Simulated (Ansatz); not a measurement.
# BaCuAg in the AlB2 type: phonon-mediated transition temperature

Wanted: λ, ω_log and Tc of BaCuAg in the AlB2 type. The cell shown first is a relaxed one, from steps not shown here.

Program: Ansatz 0.2.0. Level of theory: DFT PBE, scalar-relativistic, plane waves, PAW; PAW set soft_1. Results are calculated unless marked as measured.

This is a report of a sequence of runs, with most program output left out.

The structure was built from a prototype and need not be the compound's stable phase.

### Step 1. The cell after earlier relaxation steps

Symmetry: P-6m2, No. 187, hexagonal system. The conventional cell has a = 4.656 Å, b = 4.656 Å, c = 4.471 Å, α = 90.00°, β = 90.00°, γ = 120.00°. Ba has 6 Cu at 3.50 Å and 6 Ag at 3.50 Å nearest. Nearest to Cu lie 3 Ag at 2.69 Å and 6 Ba at 3.50 Å. Nearest to Ag lie 3 Cu at 2.69 Å and 6 Ba at 3.50 Å. Farther neighbours are not listed.

### Step 2. Electron–phonon run: q 3×3×2, k 6×6×6, scattering 8×8×8

The run that gives the couplings also evaluates McMillan's and Allen and Dynes's formulas and, where asked, the Eliashberg equations, over a range of μ*.

The input, input.yaml:

```yaml
crystal:
  lattice:
    - [4.6561059807, -2.8833e-06, 0.0]
    - [-2.3280504933, 4.0323075037, 0.0]
    - [0.0, 0.0, 4.4711565868]
  atoms:
    - { symbol: Ba, position: [0.0, 0.0, 0.0] }
    - { symbol: Cu, position: [0.3333333333, 0.6666666667, 0.5] }
    - { symbol: Ag, position: [0.6666666667, 0.3333333333, 0.5] }
kpoints:
  mp_grid: { grid: [6, 6, 6] }
hamiltonian:
  xc: pbe
  pseudopotentials: { kind: paw, azcp: { folder: soft_1 } }
scf:
  occupations: { method: methfessel_paxton, width: 0.2 }
output:
  eigenvalues: true
phonons:
  method: dfpt
  qmesh: [3, 3, 2]
  temperatures: { t_max: 1000, t_step: 50 }
  qpath:
    path:
      - [[0.0, 0.0, 0.0], [0.5, 0.0, 0.0], [0.33333333, 0.33333333, 0.0], [0.0, 0.0, 0.0], [0.0, 0.0, 0.5], [0.5, 0.0, 0.5], [0.33333333, 0.33333333, 0.5], [0.0, 0.0, 0.5]]
      - [[0.5, 0.0, 0.5], [0.5, 0.0, 0.0]]
      - [[0.33333333, 0.33333333, 0.5], [0.33333333, 0.33333333, 0.0]]
    npoints: 10
  electrical_resistivity:
    mesh: [8, 8, 8]
    temperatures: [20.0, 50.0, 77.0, 100.0, 150.0, 200.0, 300.0, 400.0, 600.0, 800.0]
  superconductivity: { mesh: [8, 8, 8] }
```

Run with:

```
ansatz run input.yaml --threads 4 --pin off --max-ram 12288MiB --backend cpu --events-out ev --progress --plain --runs-dir out
```

Wall time 4.6 min (4 threads of INTEL XEON PLATINUM 8581C at 2.30GHz (Emerald Rapids), shared host); peak memory 2.6 GiB.

Numbers from this step:

- volume per atom: 27.98 Å³/atom
- metallic on mesh: yes
- gap on the k-mesh: 0 eV
- zero point energy: 0.04707 eV/cell
- share of imaginary modes in the plain interpolation between solved wavevectors: 0
- highest frequency, solved or plainly interpolated: 140.2 cm⁻¹
- Debye temperature (second moment): 166 K
- resistivity at 300 K: 15.33 μΩ cm, mean of the axes
- coupling constant λ: 0.2007
- density of states at the Fermi level: 0.555 states/eV a spin and cell
- log mean phonon energy ħω_log: 8.538 meV
- transport coupling constant λ_tr: 0.1978, 0.1978, 0.1928 (xx, yy, zz)
- Drude plasma energy: 4.175, 4.175, 3.461 eV (xx, yy, zz)
- resistivity times mean free path: 19.62, 19.62, 29.32 × 10⁻¹⁶ Ω m² (xx, yy, zz)
- second-moment phonon energy ħω₂: 9.851 meV

An empty cell: under 1 mK by a formula, or no transition down to the floor of the Eliashberg search. Transition temperatures:

```
  μ*  McMillan Tc (K)  Allen–Dynes Tc (K)
0.08          0.00104             0.00105
 0.1                -                   -
0.12                -                   -
0.13                -                   -
0.14                -                   -
0.16                -                   -
 0.2                -                   -
```

### Step 3. Electron–phonon run: scattering mesh 12×12×12

The next rung changes the scattering mesh, which samples the Fermi surface.

input.yaml, as its differences from that of step 2:

```diff
@@ -29,4 +29,4 @@
   electrical_resistivity:
-    mesh: [8, 8, 8]
+    mesh: [12, 12, 12]
     temperatures: [20.0, 50.0, 77.0, 100.0, 150.0, 200.0, 300.0, 400.0, 600.0, 800.0]
-  superconductivity: { mesh: [8, 8, 8] }
+  superconductivity: { mesh: [12, 12, 12] }
```

Elapsed: 10 min, on 4 threads; peak memory 8.1 GiB.

Numbers from this step:

```yaml
resistivity_at_300_k: 16.5 μΩ cm, mean of the axes
coupling_constant_lambda: 0.2364
density_of_states_at_the_fermi_level: 0.6356 states/eV a spin and cell
log_mean_phonon_energy_omega_log: 8.584 meV
transport_coupling_constant_lambda_tr: 0.2335, 0.2335, 0.221 (xx, yy, zz)
drude_plasma_energy: 4.588, 4.588, 3.299 eV (xx, yy, zz)
resistivity_times_mean_free_path: 16.61, 16.61, 29.73 × 10⁻¹⁶ Ω m² (xx, yy, zz)
second_moment_phonon_energy_omega: 9.911 meV
```

An empty cell: under 1 mK by a formula, or no transition down to the floor of the Eliashberg search. Transition temperatures:

```
  μ*  McMillan Tc (K)  Allen–Dynes Tc (K)
0.08           0.0115              0.0116
 0.1          0.00215             0.00217
0.12                -                   -
0.13                -                   -
0.14                -                   -
0.16                -                   -
 0.2                -                   -
```

For the coupling constant λ, step 2 gave 0.201; this run, with scattering mesh 12×12×12, gives 0.236 (+18 %).

### Step 4. Electron–phonon run: q 3×3×2, k 6×6×6, scattering 12×12×12

The run is repeated on the same meshes.

input.yaml is that of step 3.

Wall time 11 min (4 threads); peak memory 8.1 GiB.

An empty cell: under 1 mK by a formula, or no transition down to the floor of the Eliashberg search. Transition temperatures:

```
  μ*  McMillan Tc (K)  Allen–Dynes Tc (K)
0.08           0.0115              0.0116
 0.1          0.00215             0.00217
0.12                -                   -
0.13                -                   -
0.14                -                   -
0.16                -                   -
 0.2                -                   -
```

The Eliashberg function α²F has structure finer than the step of the table below, so its rows give means over 0.5 meV, whole bins alone (the curve runs from 0.068 to 17.4 meV). Peaks (meV: height): α²F 5.54: 0.108, 8.96: 0.162, 10.05: 0.373, 11.96: 0.154, 15.38: 0.125, 16.61: 0.112, 17.30: 0.426; α²F tr 8.96: 0.174, 10.05: 0.407, 11.96: 0.166, 15.38: 0.163, 17.30: 0.501.

The Eliashberg function α²F by phonon energy; means over each step:

```
phonon energy (meV)      α²F   α²F tr
                0.5        0        0
                1.0   1.3e-4   4.0e-5
                1.5   8.0e-4   4.0e-4
                2.0  0.00171   9.3e-4
                2.5  0.00314  0.00186
                3.0  0.00560  0.00352
                3.5  0.00895  0.00605
                4.0   0.0134   0.0102
                4.5   0.0190   0.0159
                5.0   0.0460   0.0380
                5.5   0.0949   0.0768
                6.0   0.0648   0.0575
                6.5   0.0599   0.0561
                7.0   0.0698   0.0674
                7.5   0.0527   0.0453
                8.0   0.0706   0.0647
                8.5    0.127    0.123
                9.0    0.141    0.150
                9.5    0.171    0.180
               10.0    0.298    0.315
               10.5    0.143    0.141
               11.0    0.120    0.121
               11.5    0.111    0.102
               12.0   0.0856   0.0941
               12.5   0.0103   0.0140
               13.0  0.00144  0.00241
               13.5        0        0
               14.0        0        0
               14.5   3.6e-5   4.7e-5
               15.0   0.0190   0.0257
               15.5   0.0948    0.118
               16.0   0.0539   0.0574
               16.5   0.0729   0.0507
               17.0    0.124    0.132
```

The Eliashberg function α²F has structure finer than the step of the table below, so its rows give means over 0.5 meV, whole bins alone (the curve runs from 0.068 to 17.4 meV). Peaks (meV: height): α²F 8.96: 0.162, 10.05: 0.373, 11.96: 0.154, 17.30: 0.426; Ba 8.41: 0.0781, 10.05: 0.139, 10.46: 0.0889, 11.14: 0.0823; Cu 9.78: 0.149, 15.38: 0.0988, 16.61: 0.0732, 17.30: 0.274; Ag 8.96: 0.0499, 10.05: 0.086, 11.96: 0.0797, 17.30: 0.147.

Eliashberg function α²F against phonon energy; means over each step:

```
phonon energy (meV)      α²F       Ba       Cu       Ag
                0.5        0        0        0        0
                1.0   1.3e-4   3.1e-5   8.8e-6   3.1e-5
                1.5   8.0e-4   3.6e-4   1.8e-4   2.8e-4
                2.0  0.00171   7.5e-4   3.4e-4   6.1e-4
                2.5  0.00314  0.00140   6.0e-4  0.00109
                3.0  0.00560  0.00250  0.00109  0.00196
                3.5  0.00895  0.00405  0.00172  0.00318
                4.0   0.0134  0.00601  0.00255  0.00483
                4.5   0.0190  0.00849  0.00355  0.00698
                5.0   0.0460   0.0189  0.00779   0.0192
                5.5   0.0949   0.0378   0.0140   0.0432
                6.0   0.0648   0.0259   0.0101   0.0288
                6.5   0.0599   0.0232  0.00981   0.0269
                7.0   0.0698   0.0230   0.0130   0.0337
                7.5   0.0527   0.0190   0.0136   0.0201
                8.0   0.0706   0.0364   0.0182   0.0160
                8.5    0.127   0.0692   0.0283   0.0297
                9.0    0.141   0.0675   0.0311   0.0427
                9.5    0.171   0.0476   0.0743   0.0493
               10.0    0.298    0.102    0.127   0.0699
               10.5    0.143   0.0708   0.0391   0.0331
               11.0    0.120   0.0673   0.0163   0.0364
               11.5    0.111   0.0645   0.0155   0.0306
               12.0   0.0856   0.0299   0.0130   0.0426
               12.5   0.0103  0.00248   9.3e-4  0.00692
               13.0  0.00144   3.6e-4   5.1e-5  0.00101
               13.5        0        0        0        0
               14.0        0        0        0        0
               14.5   3.6e-5        0   3.6e-5        0
               15.0   0.0190   6.2e-4   0.0163  0.00212
               15.5   0.0948  0.00280   0.0738   0.0182
               16.0   0.0539  0.00103   0.0386   0.0143
               16.5   0.0729   3.9e-4   0.0483   0.0242
               17.0    0.124  0.00139   0.0796   0.0428
```

### Step 5. Summary of results

```
meshes                        : q 3×3×2, k 6×6×6, scattering 12×12×12
coupling constant λ           : 0.236
log mean phonon energy ħω_log : 8.58 meV
Allen–Dynes Tc at μ* = 0.1    : 0.00217 K
```

In the last run (PBE, q 3×3×2, k 6×6×6, scattering 12×12×12), with λ = 0.24 and ħω_log = 8.58 meV, Tc at μ* = 0.13 is under 1 mK by the formulas. In that run Allen and Dynes's formula gives no transition above 0.05 K at μ* = 0.10 or more. By the run's own test λ is not converged in the fine mesh: it moves by 4 % between the two finest, and by up to 7 % in the other runs. The run's transport test calls it not converged in the mesh; ρ(300 K) moves by 53 % in the component that moves most. Over the runs, λ takes the values 0.201, 0.236 and 0.236, in the order shown. The structure is a hand-built model. The compound is a prototype filled by a generator; whether it can be made, and whether it orders so, was not tested. μ* is a typed number, phonons are harmonic, and spin fluctuations are left out; with λ this near or under μ*(1 + 0.62 λ), the formulas give Tc only to its order of magnitude, or none.

[Logs are printed without paths, hosts, clocks, repeated set-up lines and the standing remarks that a program may print on its own settings, such as how far it seeks lower states.]

[Hosts, paths, dates, database ids (printed as entryN), source tags and the programs' standing remarks are cut or masked in the printed files.]
